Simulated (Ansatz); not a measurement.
**BaTiO3 (R3m): from the cell to its phonons**

Wanted: phonon frequencies of BaTiO3 (R3m) and what follows from them.

Program: Ansatz 0.2.0. Level of theory: DFT LDA, scalar-relativistic, plane waves, PAW. Results are calculated unless marked as measured.

### 1. Starting point

The structure is trigonal, space group R3m (No. 160). Conventional cell: a = 5.655 Å, b = 5.655 Å, c = 6.955 Å, α = 90.00°, β = 90.00°, γ = 120.00°. Ba has 12 O at 2.79 to 2.89 Å nearest. Nearest to Ti lie 6 O at 1.87 to 2.14 Å. Nearest to O lie 2 Ti at 1.87 to 2.14 Å and 4 Ba at 2.79 to 2.89 Å. Farther neighbours and most contacts between anions are not listed.

### 2. Bringing the structure to rest

Harmonic phonons are second derivatives at a point where the forces vanish, and they are wanted at zero stress, so atoms and cell are relaxed first.

File input.yaml:

```yaml
crystal:
  lattice:
    - [2.8273666084, 1.6323808724, 2.3183934932]
    - [-2.8273666084, 1.6323808724, 2.3183934932]
    - [0.0, -3.2647617449, 2.3183934932]
  atoms:
    - { symbol: Ba, position: [0.0, 0.0, 0.0] }
    - { symbol: Ti, position: [0.4845, 0.4845, 0.4845] }
    - { symbol: O, position: [0.5086, 0.5086, 0.0175] }
    - { symbol: O, position: [0.0175, 0.5086, 0.5086] }
    - { symbol: O, position: [0.5086, 0.0175, 0.5086] }
kpoints:
  mp_grid: { grid: [6, 6, 6] }
hamiltonian:
  xc: lda
scf:
  occupations: { method: gaussian, width: 0.02 }
output:
  forces: true
  stress: true
  eigenvalues: true
relax:
  adjacent_minimum: "off"
  f_tol: 0.005
  max_steps: 80
  cell: { stress_tol: 0.05 }
```

Launch:

```console
> ansatz run input.yaml --threads 4 --pin off --max-ram 7168MiB --backend cpu --events-out ev --progress --plain --runs-dir out
```

Numbers of over 12 decimals in the logs are rounded to 6 here.

The program printed:

```text
Engine: ansatz 0.2.0, aarch64-unknown-linux-gnu
Pseudopotentials: kind: paw
Pseudopotential: Ba, paw, valence charge 10, recommended cutoff 420 eV (normal), Ba.paw.azcp
Pseudopotential: Ti, paw, valence charge 12, recommended cutoff 420 eV (normal), Ti.paw.azcp
Pseudopotential: O, paw, valence charge 6, recommended cutoff 420 eV (normal), O.paw.azcp
Functional definition: SPW92
  exchange = slater_x
  correlation = pw_c
Crystal: 5 atoms, lattice volume = 64.201 Å³
Basis set: ecut = 420 eV, 1237 PW (Γ)
Bands: 25, of which v1, the nominal top of the filled ones, is band 20 counted from 1 (19 counted from 0)
Symmetry: 6 space group operations
Space group: R3m (ITA 160), of the structure as read, at distance tolerance 4.0e-5 Å
k-points: 32 of 216 (time reversal used)
Non-local potential: Ba, projectors of the file, l = 0: 3, l = 1: 2, l = 2: 2, l = 3: 2
Non-local potential: Ti, projectors of the file, l = 0: 3, l = 1: 2, l = 2: 3, l = 3: 1
Non-local potential: O, projectors of the file, l = 0: 2, l = 1: 2, l = 2: 1
PAW form: soft (Blöchl's): semilocal exchange-correlation on the pseudo side does not see the compensation charge
PAW frozen core: Ba, regenerated for the run's functional, and the local potential with it (the file was generated under x = pbe(κ = 0.804, μ = 0.219515), c = pbe(β = 0.066725))
PAW frozen core: Ti, regenerated for the run's functional, and the local potential with it (the file was generated under x = pbe(κ = 0.804, μ = 0.219515), c = pbe(β = 0.066725))
PAW frozen core: O, regenerated for the run's functional, and the local potential with it (the file was generated under x = pbe(κ = 0.804, μ = 0.219515), c = pbe(β = 0.066725))
PAW one-centre angular grid: Ba, 194 points (default); XC on 64 Gauss nodes
PAW one-centre angular grid: Ti, 590 points (default); XC on 64 Gauss nodes
PAW one-centre angular grid: O, 110 points (default); XC on 64 Gauss nodes
Initial density: superposition of atomic densities (neutral atoms: chi_scale 0, normalization atom), corrected by the library's trained network
Initial wavefunctions: pseudopotential atomic-orbital guess
Functional: x = slater, c = lda
SCF iter   1: F=—  HF=-9904.495220 eV  |F-HF|=—  |Δ(HF+E_count)|=         —  Δρ=1.90e-2  dr2=2.25e-1  ethr=1.77e-3  ⟨swp⟩=6.5  Hψ=4102  notcnv=0
preconditioner: auto → Resta (q_TF=auto, 2.521 Å⁻¹)  ε∞=5.8  [insulator: Δε(μ)=2.122 eV  Ē_g=11.973 eV  σ=0.020 eV  W_gap=1.00  n_scr=18 (ndim 8)  ℏωp=26.2 eV  f_vac=0.000  D(μ)=0.00/eV (n_scr^D=0)  ε∞_Penn≈5.8]
SCF iter   2: F=—  HF=-9904.454039 eV  |F-HF|=—  |Δ(HF+E_count)|=   4.12e-2  Δρ=5.84e-3  dr2=2.68e-2  ethr=5.61e-4  ⟨swp⟩=2.8  Hψ=1591  notcnv=0  defer=32
SCF iter   3: F=—  HF=-9904.449971 eV  |F-HF|=—  |Δ(HF+E_count)|=   4.07e-3  Δρ=2.06e-3  dr2=3.44e-3  ethr=6.70e-5  ⟨swp⟩=2.0  Hψ=1167  notcnv=0  defer=32
SCF iter   4: F=—  HF=-9904.449285 eV  |F-HF|=—  |Δ(HF+E_count)|=   6.85e-4  Δρ=1.91e-4  dr2=3.79e-5  ethr=8.59e-6  ⟨swp⟩=2.0  Hψ=1387  notcnv=0  defer=32
SCF iter   5: F=—  HF=-9904.449278 eV  |F-HF|=—  |Δ(HF+E_count)|=   7.16e-6  Δρ=3.53e-5  dr2=8.79e-7  ethr=9.48e-8  ⟨swp⟩=2.4  Hψ=1250  notcnv=0  defer=32
SCF iter   6: F=-9904.449278 eV  HF=-9904.449278 eV  |F-HF|=1.25e-8  |Δ(HF+E_count)|=   2.86e-7  Δρ=6.85e-6  dr2=2.81e-8  ethr=2.50e-10  ⟨swp⟩=10.3  Hψ=4491  notcnv=0
SCF 1 converged in 6 iterations: F = -9904.449278 eV  dr2 = 2.81e-8
  greatest PAW one-centre occupation: 0.999 electrons in one spin orbital (limit 2), on the Ti atom at site 1 (counted from 0), in its partial waves of l = 0
relax step   1: F+E_penalty+E_count = -9904.44927791 eV  Δ(F+E_penalty+E_count) = +0.000e0 eV  max|allowed force component| = 1.618e-1 eV/Å  Δτ_max = 0.0000 Å  P = -6.063 GPa  Ω = 64.201 Å³  (6 SCF iters, dr2 threshold 1.00e-7 eV, accepted)
Crystal: 5 atoms, lattice volume = 61.503 Å³
Basis set: ecut = 420 eV, 1213 PW (Γ)
Initial density: handed on by an earlier stage of this run
Initial wavefunctions: those handed on with the density
iter 1 solved again at ethr=7.93e-5 eV; its pass at ethr=3.10e-3 eV (dr2=3.17e-2 eV) is discarded
SCF iter   1: F=—  HF=-9904.509293 eV  |F-HF|=—  |Δ(HF+E_count)|=         —  Δρ=6.50e-3  dr2=3.24e-2  ethr=7.93e-5  ⟨swp⟩=1.0  Hψ=4393  notcnv=0
preconditioner: auto → Resta (q_TF=auto, 2.540 Å⁻¹)  ε∞=5.7  [insulator: Δε(μ)=2.486 eV  Ē_g=12.352 eV  σ=0.020 eV  W_gap=1.00  n_scr=18 (ndim 8)  ℏωp=26.8 eV  f_vac=0.000  D(μ)=0.00/eV (n_scr^D=0)  ε∞_Penn≈5.7]
SCF iter   2: F=—  HF=-9904.502721 eV  |F-HF|=—  |Δ(HF+E_count)|=   6.57e-3  Δρ=2.67e-3  dr2=7.79e-3  ethr=7.93e-5  ⟨swp⟩=2.9  Hψ=1335  notcnv=0
SCF iter   3: F=—  HF=-9904.500448 eV  |F-HF|=—  |Δ(HF+E_count)|=   2.27e-3  Δρ=7.14e-4  dr2=4.82e-4  ethr=1.95e-5  ⟨swp⟩=2.2  Hψ=1344  notcnv=0
SCF iter   4: F=—  HF=-9904.500316 eV  |F-HF|=—  |Δ(HF+E_count)|=   1.32e-4  Δρ=1.69e-4  dr2=1.25e-5  ethr=1.21e-6  ⟨swp⟩=2.0  Hψ=1212  notcnv=0
iter 5 did not close the SCF: its close was put off for the readings that it lacked (scf_convergence_deferred on its scf_iter line)
SCF iter   5: F=-9904.500315 eV  HF=-9904.500315 eV  |F-HF|=8.93e-9  |Δ(HF+E_count)|=   6.91e-7  Δρ=1.92e-5  dr2=1.71e-7  ethr=3.11e-8  ⟨swp⟩=2.6  Hψ=1369  notcnv=0
SCF iter   6: F=-9904.500315 eV  HF=-9904.500315 eV  |F-HF|=1.24e-9  |Δ(HF+E_count)|=   3.59e-8  Δρ=3.09e-6  dr2=3.71e-9  ethr=4.26e-10  ⟨swp⟩=3.5  Hψ=2989  notcnv=0
SCF 2 converged in 6 iterations: F = -9904.500315 eV  dr2 = 3.71e-9
relax step   2: F+E_penalty+E_count = -9904.50031508 eV  Δ(F+E_penalty+E_count) = -5.104e-2 eV  max|allowed force component| = 3.239e-1 eV/Å  Δτ_max = 0.0587 Å  P = +1.439 GPa  Ω = 61.503 Å³  energy of the carried Pulay correction = +1.297e-2 eV  (6 SCF iters, dr2 threshold 5.00e-7 eV, accepted)
Crystal: 5 atoms, lattice volume = 61.765 Å³
iter 1 solved again at ethr=3.61e-5 eV; its pass at ethr=3.10e-3 eV (dr2=1.44e-2 eV) is discarded
SCF iter   1: F=—  HF=-9904.511818 eV  |F-HF|=—  |Δ(HF+E_count)|=         —  Δρ=3.33e-3  dr2=1.46e-2  ethr=3.61e-5  ⟨swp⟩=1.8  Hψ=3947  notcnv=0
preconditioner: auto → Resta (q_TF=auto, 2.538 Å⁻¹)  ε∞=5.8  [insulator: Δε(μ)=2.386 eV  Ē_g=12.262 eV  σ=0.020 eV  W_gap=1.00  n_scr=18 (ndim 8)  ℏωp=26.7 eV  f_vac=0.000  D(μ)=0.00/eV (n_scr^D=0)  ε∞_Penn≈5.8]
SCF iter   2: F=—  HF=-9904.508081 eV  |F-HF|=—  |Δ(HF+E_count)|=   3.74e-3  Δρ=1.82e-3  dr2=4.72e-3  ethr=3.61e-5  ⟨swp⟩=2.2  Hψ=1277  notcnv=0
SCF iter   3: F=—  HF=-9904.506286 eV  |F-HF|=—  |Δ(HF+E_count)|=   1.80e-3  Δρ=3.15e-4  dr2=5.71e-5  ethr=1.18e-5  ⟨swp⟩=2.0  Hψ=1340  notcnv=0
[...]
relax step   6: F+E_penalty+E_count = -9904.51377517 eV  Δ(F+E_penalty+E_count) = -4.968e-4 eV  max|allowed force component| = 7.264e-2 eV/Å  Δτ_max = 0.0154 Å  P = -0.330 GPa  Ω = 61.552 Å³  energy of the carried Pulay correction = +1.273e-2 eV  (6 SCF iters, dr2 threshold 2.37e-7 eV, accepted)
relax step   7: F+E_penalty+E_count = -9904.51472324 eV  Δ(F+E_penalty+E_count) = -9.481e-4 eV  max|allowed force component| = 1.818e-3 eV/Å  Δτ_max = 0.0114 Å  P = +0.003 GPa  Ω = 61.521 Å³  energy of the carried Pulay correction = +1.289e-2 eV  (6 SCF iters, dr2 threshold 5.00e-7 eV, accepted)
relax step   8: F+E_penalty+E_count = -9904.51474497 eV  Δ(F+E_penalty+E_count) = -2.173e-5 eV  max|allowed force component| = 3.456e-3 eV/Å  Δτ_max = 0.0004 Å  P = +0.017 GPa  Ω = 61.515 Å³  energy of the carried Pulay correction = +1.291e-2 eV  (6 SCF iters, dr2 threshold 2.15e-8 eV, rejected (line search))
relax step   9: F+E_penalty+E_count = -9904.51473962 eV  Δ(F+E_penalty+E_count) = -1.638e-5 eV  max|allowed force component| = 1.776e-4 eV/Å  Δτ_max = 0.0003 Å  P = +0.003 GPa  Ω = 61.519 Å³  energy of the carried Pulay correction = +1.289e-2 eV  (6 SCF iters, accepted)
relax step  10: F+E_penalty+E_count = -9904.50437222 eV  Δ(F+E_penalty+E_count) = +1.037e-2 eV  max|allowed force component| = 2.953e-4 eV/Å  Δτ_max = 0.0000 Å  P = -0.289 GPa  Ω = 61.519 Å³  stress off target by 3.00e-1 GPa  SCF on the basis re-selected at this cell (its energy is not comparable with the rows above)  (6 SCF iters)
relax step  11: F+E_penalty+E_count = -9904.50546367 eV  Δ(F+E_penalty+E_count) = -1.091e-3 eV  max|allowed force component| = 2.066e-2 eV/Å  Δτ_max = 0.0041 Å  P = +0.351 GPa  Ω = 61.286 Å³  energy of the carried Pulay correction = +1.130e-3 eV  (6 SCF iters, dr2 threshold 2.26e-7 eV, rejected (line search))
relax step  12: F+E_penalty+E_count = -9904.50502149 eV  Δ(F+E_penalty+E_count) = -6.493e-4 eV  max|allowed force component| = 9.806e-4 eV/Å  Δτ_max = 0.0021 Å  P = -0.016 GPa  Ω = 61.408 Å³  energy of the carried Pulay correction = +5.412e-4 eV  (6 SCF iters, accepted)
iter 1 solved again at ethr=1.51e-8 eV; its pass at ethr=3.10e-3 eV (dr2=6.04e-6 eV) is discarded
SCF iter   1: F=—  HF=-9904.504564 eV  |F-HF|=—  |Δ(HF+E_count)|=         —  Δρ=1.56e-5  dr2=2.37e-8  ethr=1.51e-8  ⟨swp⟩=3.6  Hψ=6531  notcnv=0
preconditioner: auto → Resta (q_TF=auto, 2.540 Å⁻¹)  ε∞=5.8  [insulator: Δε(μ)=2.159 eV  Ē_g=12.205 eV  σ=0.020 eV  W_gap=1.00  n_scr=18 (ndim 8)  ℏωp=26.8 eV  f_vac=0.000  D(μ)=0.00/eV (n_scr^D=0)  ε∞_Penn≈5.8]
SCF iter   2: F=—  HF=-9904.504568 eV  |F-HF|=—  |Δ(HF+E_count)|=   4.26e-6  Δρ=7.24e-6  dr2=4.37e-9  ethr=5.92e-11  ⟨swp⟩=2.1  Hψ=1421  notcnv=0
SCF iter   3: F=—  HF=-9904.504568 eV  |F-HF|=—  |Δ(HF+E_count)|=   1.24e-9  Δρ=1.88e-6  dr2=3.02e-10  ethr=1.09e-11  ⟨swp⟩=1.3  Hψ=867  notcnv=0
iter 4 did not close the SCF: its close was put off for the readings that it lacked (scf_convergence_deferred on its scf_iter line)
SCF iter   4: F=-9904.504568 eV  HF=-9904.504568 eV  |F-HF|=1.82e-12  |Δ(HF+E_count)|=  8.55e-11  Δρ=6.47e-8  dr2=1.93e-12  ethr=1.00e-12  ⟨swp⟩=2.3  Hψ=1344  notcnv=0
iter 5 did not close the SCF: its close was put off for the readings that it lacked (scf_convergence_deferred on its scf_iter line)
SCF iter   5: F=-9904.504568 eV  HF=-9904.504568 eV  |F-HF|=0.00e0  |Δ(HF+E_count)|=    0.00e0  Δρ=1.94e-8  dr2=2.18e-13  ethr=1.00e-12  ⟨swp⟩=1.0  Hψ=800  notcnv=0
iter 6 did not close the SCF: its close was put off for the readings that it lacked (scf_convergence_deferred on its scf_iter line)
SCF iter   6: F=-9904.504568 eV  HF=-9904.504568 eV  |F-HF|=1.82e-12  |Δ(HF+E_count)|=  1.82e-12  Δρ=2.96e-9  dr2=6.51e-15  ethr=1.00e-12  ⟨swp⟩=1.0  Hψ=800  notcnv=0
iter 7 did not close the SCF: its close was put off for the readings that it lacked (scf_convergence_deferred on its scf_iter line)
SCF iter   7: F=-9904.504568 eV  HF=-9904.504568 eV  |F-HF|=1.82e-12  |Δ(HF+E_count)|=    0.00e0  Δρ=5.95e-10  dr2=1.02e-16  ethr=1.00e-12  ⟨swp⟩=1.0  Hψ=800  notcnv=0
SCF iter   8: F=-9904.504568 eV  HF=-9904.504568 eV  |F-HF|=3.64e-12  |Δ(HF+E_count)|=    0.00e0  Δρ=1.51e-10  dr2=7.26e-18  ethr=1.00e-12  ⟨swp⟩=2.9  Hψ=1908  notcnv=0
SCF 13 converged in 8 iterations: F = -9904.504568 eV  dr2 = 7.26e-18
relax step  13: F+E_penalty+E_count = -9904.50456837 eV  Δ(F+E_penalty+E_count) = +4.531e-4 eV  max|allowed force component| = 1.003e-3 eV/Å  Δτ_max = 0.0000 Å  P = -0.025 GPa  Ω = 61.408 Å³  stress off target by 2.61e-2 GPa  SCF on the basis re-selected at this cell (its energy is not comparable with the rows above)  (8 SCF iters)
basis re-selected at this cell: Δ(F+E_penalty+E_count) = +4.531e-4 eV, ΔP = -0.008 GPa vs the last step (what re-selecting the basis moved, of the pressure what is left beyond the Pulay correction that the steps carried, after the strain that the cell walked since its last selection, with what the two solves' SCF thresholds leave and, on support functions, any second-order correction that the steps lacked; it is no m [...]
SCF converged after 8 iterations
Free energy (F): -9904.504568 eV
Harris-Foulkes:  -9904.504568 eV  (|F-HF|=3.64e-12)
Internal energy: -9904.504568 eV  (E = F + TS)
E sigma→0 (E₀):  -9904.504568 eV
Fermi energy:    11.595254 eV
--- Per-component energies (eV) ---
  E_band       = -123.952467
  E_kinetic    = 970.633146
  E_local      = -2056.342827  (includes V_loc(G=0)·N_el)
  E_nonlocal   = 216.605248
  E_hartree    = 803.027664
  E_xc         = -486.493608
  E_vxc        = -544.257853  (∫ρ·V_xc dr)
  E_paw        = -6495.560060  (= ΣΔE_a)
  E_vpaw       = -316.652956  (= ΣTr[D̂ρ^β])
  E_aug_tail   = 0.007446  (compensation charges beyond the density's cutoff)
  E_ewald      = -2857.280808
  E_core_change = 0.899230  (= ΣΔE_core)
  E_smearing   = -0.000000  (= −TS)
  E_closure    = -0.000000  (closes the sum)
  Σ components = -9904.504568   (vs F -9904.504568, Δ=0.00e0)
--- Forces (eV/Å), atoms counted from 1 ---
  atom   1  Ba    -0.00000000     0.00000000    -0.00084393
  atom   2  Ti    -0.00000000    -0.00000000     0.00099018
  atom   3  O      0.00000000     0.00054429    -0.00006970
  atom   4  O     -0.00047137    -0.00027214    -0.00006970
  atom   5  O      0.00047137    -0.00027214    -0.00006970
  max |Σ_I F_I| component: 6.29e-5 eV/Å
--- Stress (GPa, compression-positive) ---
       -0.023899      -0.000000      -0.000000
       -0.000000      -0.023899       0.000000
       -0.000000       0.000000      -0.026075
  P = ⅓ Tr σ = -0.0246 GPa (-0.246 kbar)
--- Band table (eV; the first three rows and the last of 32) ---
  k-point 0: bands = [... 16 lower, 9.3251, 10.2127, 10.3172, 10.3172, 12.6748, 12.6748, 12.7927, 15.1288, ... 1 higher]
  k-point 1: bands = [... 16 lower, 9.1258, 9.7155, 10.1527, 10.1585, 12.7337, 13.1456, 13.1697, 15.1325, ... 1 higher]
  k-point 2: bands = [... 16 lower, 8.7873, 8.9959, 9.8281, 9.8980, 12.8043, 13.9727, 14.0348, 15.1277, ... 1 higher]
  k-point 31: bands = [... 16 lower, 8.2505, 10.5048, 10.5048, 10.5159, 15.0576, 15.1406, 15.1406, 17.4474, ... 1 higher]
--- Relaxed structure (11 steps of the walk, 8 accepted, 2 SCFs on fresh bases) ---
  F+E_penalty+E_count = -9904.50456837 eV   max|allowed force component| = 1.003e-3 eV/Å   (the final SCF, on the basis selected at the relaxed cell)
  cell:  # Å, volume = 61.4080 Å³
    - [2.788018, 1.609663, 2.280570]
    - [-2.788018, 1.609663, 2.280570]
    - [-9.123492478252707e-19, -3.219326, 2.280570]
  atoms:
    - { symbol: Ba, position: [-0.000933792, -0.000933792, -0.000933792] }
    - { symbol: Ti, position: [0.490210, 0.490210, 0.490210] }
    - { symbol: O, position: [0.508553, 0.508553, 0.012817] }
    - { symbol: O, position: [0.012817, 0.508553, 0.508553] }
    - { symbol: O, position: [0.508553, 0.012817, 0.508553] }
```

Elapsed: 43 s, on 4 threads of Arm Neoverse N1, shared host; peak memory 0.44 GiB.

Step by step:

```tsv
step	energy less that of the first step (eV)	largest force component (eV/Å)	pressure (GPa)	volume (Å³)
1	0.0000	0.1618	-6.06	64.20
2	-0.0510	0.3239	1.44	61.50
3	-0.0570	0.3457	0.30	61.76
4	-0.0578	0.0140	0.27	60.93
5	-0.0640	0.0616	0.08	61.22
6	-0.0645	0.0726	-0.33	61.55
7	-0.0654	0.0018	0.00	61.52
8	-0.0655	0.0035	0.02	61.51
9	-0.0655	0.0002	0.00	61.52
10*	-0.0551	0.0003	-0.29	61.52
11	-0.0562	0.0207	0.35	61.29
12	-0.0557	0.0010	-0.02	61.41
13*	-0.0553	0.0010	-0.02	61.41
```

Relaxation steps marked * repeat the geometry before them on a plane-wave basis chosen anew for their cell, so energy and pressure can jump there. Relaxation steps 4, 8, 11 were tried and not accepted.

The run keeps the 6 symmetry operations that it works with, so distortions that break them were not tested.

```tsv
conventional cell, symmetrised	before	after	change
a (Å)	5.655	5.576	-1.4 %
b (Å)	5.655	5.576	-1.4 %
c (Å)	6.955	6.842	-1.6 %
volume (Å³/atom)	12.84	12.28	-4.4 %
```

The atoms that moved most (Å, as changes of fractional coordinates times the final cell):

```tsv
atom	dx	dy	dz	length
Ti2	0.000	0.000	0.039	0.039
O3	0.000	0.015	-0.011	0.018
O4	-0.013	-0.007	-0.011	0.018
O5	0.013	-0.007	-0.011	0.018
Ba1	0.000	0.000	-0.006	0.006
```

Final coordinates:

```xyz
5
Lattice="2.7880 1.6097 2.2806 -2.7880 1.6097 2.2806 0.0000 -3.2193 2.2806" Properties=species:S:1:pos:R:3 pbc="T T T"
Ba    0.0000    0.0000   -0.0064
Ti    0.0000    0.0000    3.3539
O     0.0000    1.5959    2.3488
O    -1.3821   -0.7980    2.3488
O     1.3821   -0.7980    2.3488
```

Numbers from this step:

```
pressure           : -0.02462 GPa
gap on the k-mesh  : 2.159 eV
volume per atom    : 12.28 Å³
direct gap on mesh : 2.358 eV
```

In this step the volume went from 12.84 to 12.28 Å³/atom.

### 3. Relaxing to small forces for the phonons

Phonons need a cell at rest on their own settings, so the relaxation is repeated with tight tolerances on forces and stress, using the mesh and the filling of the phonon run that follows.

File input.yaml:

```yaml
crystal:
  lattice:
    - [2.7880184727, 1.6096632157, 2.2805698608]
    - [-2.7880184727, 1.6096632157, 2.2805698608]
    - [0.0, -3.2193264314, 2.2805698607]
  atoms:
    - { symbol: Ba, position: [-0.0009337921, -0.0009337921, -0.0009337921] }
    - { symbol: Ti, position: [0.4902097415, 0.4902097415, 0.4902097415] }
    - { symbol: O, position: [0.508553276, 0.508553276, 0.0128174985] }
    - { symbol: O, position: [0.0128174985, 0.508553276, 0.508553276] }
    - { symbol: O, position: [0.508553276, 0.0128174985, 0.508553276] }
kpoints:
  mp_grid: { grid: [6, 6, 6] }
hamiltonian:
  xc: lda
scf:
  occupations: { method: fixed }
output:
  forces: true
  stress: true
  eigenvalues: true
relax:
  adjacent_minimum: "off"
  f_tol: 0.001
  max_steps: 60
  cell: { stress_tol: 0.01 }
```

The program printed:

```text
[...]
Crystal: 5 atoms, lattice volume = 61.408 Å³
Basis set: ecut = 420 eV, 1213 PW (Γ)
Bands: 25, of which v1, the nominal top of the filled ones, is band 20 counted from 1 (19 counted from 0)
Symmetry: 6 space group operations
[...]
k-points: 32 of 216 (time reversal used)
[...]
cell:  # Å, volume = 61.3999 Å³
    - [2.787900, 1.609595, 2.280462]
    - [-2.787900, 1.609595, 2.280462]
    - [0, -3.219190, 2.280462]
  atoms:
    - { symbol: Ba, position: [-0.000947658, -0.000947658, -0.000947658] }
    - { symbol: Ti, position: [0.490226, 0.490226, 0.490226] }
    - { symbol: O, position: [0.508558, 0.508558, 0.012806] }
    - { symbol: O, position: [0.012806, 0.508558, 0.508558] }
    - { symbol: O, position: [0.508558, 0.012806, 0.508558] }
[key lines of the parts left out:]
SCF converged after 5 iterations
Free energy (F): -9904.504583 eV
Fermi energy:    10.517884 eV
P = ⅓ Tr σ = -0.0030 GPa (-0.030 kbar)
```

Wall time 19 s (4 threads); peak memory 0.42 GiB.

Little changed from the start: no atom moved by 0.005 Å and no cell edge by 0.1 %.

Numbers from this step:

```yaml
pressure: -0.002956 GPa
direct_gap_on_mesh: 2.357 eV
```

The largest force component left is 0.87 meV/Å and the pressure is -0.003 GPa, within the tolerances set. The cell now holds 12.28 Å³/atom.

(Continued in part 2 of 2.)

[Logs are printed without paths, hosts, clocks, repeated set-up lines and the standing remarks that a program may print on its own settings, such as how far it seeks lower states.]

[Hosts, paths, dates, database ids (printed as entryN), source tags and the programs' standing remarks are cut or masked in the printed files.]
